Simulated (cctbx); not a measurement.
**Diagnosing a refinement**

Cell a = 10.6280 Å, b = 10.6280 Å, c = 13.0640 Å, α = 90.00°, β = 90.00°, γ = 120.00°; space group R-3c (no. 167).

Simulated single-crystal data (cctbx): synchrotron X-rays, λ = 0.6889 Å, to d = 0.65 Å, 50 % of the full sphere, strongest reflection 40000 counts, noise from counting, a 2 % proportional error and a noise floor of 8 counts (s.d.); no absorption, and some extinction, which the refinements don't model.

An anisotropic refinement with weights 1/σ² prints:

```text
Rint 0.024, 548 unique reflections to 0.65 A
cycle     R1     wR2    GooF  max shift (A)
   1  0.5053  0.8353  35.887   0.00138
   2  0.4149  0.7321  31.452   0.00021
final R1 0.4141 wR2 0.7321 GooF 31.451  parameters 9  data/parameter 60.9
atom        x        y        z      Ueq    occ   su(xyz)  su(Uiso or U11)
Mn1    0.33333  0.66667  0.16667   0.0071  1.000  0.00000  0.0029
K1     0.04781  0.33333  0.08333   0.0103  1.000  0.00094  0.0030
K2     0.33333  0.66667  0.41667   0.0160  1.000  0.00000  0.0046
difference map: max 48.88 min -4.68 rms 3.72
Q1    0.0000  0.0000  0.0000    6   48.88  0.00 A from Mn1
Q2    0.0298  0.1915  0.8987   36   37.90  2.31 A from Mn1
Q3    0.0000  0.3809  0.7500   18   37.78  0.00 A from K1
Q4    0.0000  0.0000  0.2500    6   30.65  0.00 A from K2
Q5    0.0000  0.2428  0.2500   18    2.91  2.33 A from K1
Q6    0.0000  0.1649  0.7500   18    2.59  1.75 A from K2
```

**Question.** Can this result stand? If not, what is the likely fault?

Mend it. The fault: an atom left out, F at (0.5227, 0.6959, 0.2682). Against the right model at the same level, R1 goes from 0.0143 to 0.4141 and GooF from 1.21 to 31.45, U of Mn1 shrinks from 0.0307 to 0.0071 Å², U of K1 shrinks from 0.0316 to 0.0103 Å², U of K2 shrinks from 0.0373 to 0.0160 Å² and the top difference peak, 48.9 e/Å³, lies on Mn1. Q2 is the missing atom. With scattering power missing, scale and phases suffer, so peaks may also grow on the heavy atoms.

The compound is K4MnF6. The right model at the same level gives:

```text
Rint 0.024, 548 unique reflections to 0.65 A
cycle     R1     wR2    GooF  max shift (A)
   1  0.0408  0.0850   3.682   0.00060
   2  0.0143  0.0279   1.208   0.00000
final R1 0.0143 wR2 0.0279 GooF 1.208  parameters 18  data/parameter 30.4
atom        x        y        z      Ueq    occ   su(xyz)  su(Uiso or U11)
Mn1    0.33333  0.66667  0.16667   0.0307  1.000  0.00000  0.0001
K1     0.04793  0.33333  0.08333   0.0316  1.000  0.00002  0.0001
K2     0.33333  0.66667  0.41667   0.0373  1.000  0.00000  0.0001
F1     0.52266  0.69584  0.26821   0.0358  1.000  0.00006  0.0003
difference map: max 0.18 min -0.31 rms 0.07
Q1    0.0286  0.0742  0.1336   36    0.18  1.54 A from F1
Q2    0.0234  0.2212  0.4434   36    0.18  1.30 A from K1
Q3    0.0281  0.4212  0.3315   36    0.17  1.58 A from F1
Q4    0.0177  0.4450  0.8476   36    0.17  1.41 A from K1
Q5    0.0195  0.1687  0.0193   36    0.17  1.59 A from F1
Q6    0.0898  0.5266  0.1575   36    0.17  1.58 A from F1
```

The model is made up (kin elements in a known structure type, no relaxation), so it says nothing on whether the phase exists.

[Middle refinement cycles are left out of these outputs.]

[Logs are printed without paths, hosts, clocks, repeated set-up lines and the standing remarks that a program may print on its own settings, such as how far it seeks lower states.]
